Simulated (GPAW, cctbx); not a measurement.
# Reading charge transfer from structure factors

Ga4AsP3, P-43m (no. 215), a = 5.5985 Å, b = 5.5985 Å, c = 5.5985 Å, α = 90.00°, β = 90.00°, γ = 90.00°.

```
atom  mult.       x       y       z
 As1      1     1/2     1/2     1/2
 Ga1      4  0.2459  0.2459  0.7541
  P1      3       0       0     1/2
```

The cell is our own: ordered zincblende alloy in the eight-atom cube, 3 of 4 As sites given to P.

Absolute values of the static structure factors of the conventional cell from DFT (PBE, GPAW) against free spherical atoms, in electrons:

```
hkl  d (Å)  free atoms  crystal
010  5.598       14.42    14.43
011  3.959       17.08    17.05
111  3.232      123.42   123.94
020  2.799       42.95    42.51
021  2.504       18.49    18.45
121  2.286       16.31    16.27
022  1.979      143.98   143.61
122  1.866       12.35    12.36
030  1.866       21.71    21.69
031  1.770       14.24    14.24
```

**Question.** Which way does charge move, and which reflections show it best?

Project each element's phase sum on the total phase. |F| rises if density moves to atoms that scatter in phase and falls if it moves to atoms that scatter against it; the rule is for low angles, since changes of shape take over beyond. Where all elements are in phase the terms compete, and the compactness of the donor's and the acceptor's density matters too.

| hkl | As in phase | Ga in phase | P in phase | change (e) | (%) |
| --- | --- | --- | --- | --- | --- |
| 010 | +1.0 | -0.1 | -1.0 | +0.01 | +0.1 |
| 011 | +1.0 | 0.0 | -1.0 | -0.02 | -0.1 |
| 111 | +0.5 | +3.4 | +1.5 | +0.52 | +0.4 |
| 020 | -1.0 | +4.0 | -3.0 | -0.44 | -1.0 |
| 021 | +1.0 | +0.1 | -1.0 | -0.04 | -0.2 |
| 121 | +1.0 | +0.1 | -1.0 | -0.04 | -0.2 |
| 022 | +1.0 | +4.0 | +3.0 | -0.38 | -0.3 |
| 122 | +1.0 | -0.1 | -1.0 | +0.01 | +0.1 |

Low-angle reflections that set elements apart and change by more than 0.05 e: 020 (010, 011, 021, 121 and 122 hardly move and tell little). The sign fits a gain of density on As and P and a loss on Ga. The best witness is 020, -1.0 %, where P enters with -3.0. The real-space density agrees: Voronoi charges As -0.16, Ga +0.18, P -0.18 e. The shortest bond, Ga–P, has Δρ = +0.13 e/Å³ at its midpoint, a covalent bond charge.

[Outputs are excerpts: Python notices, other lines and further rows are left out; steps that failed or that the build refused (PBEsol, TPSS) are not shown.]

[Logs are printed without paths, hosts, clocks, repeated set-up lines and the standing remarks that a program may print on its own settings, such as how far it seeks lower states.]
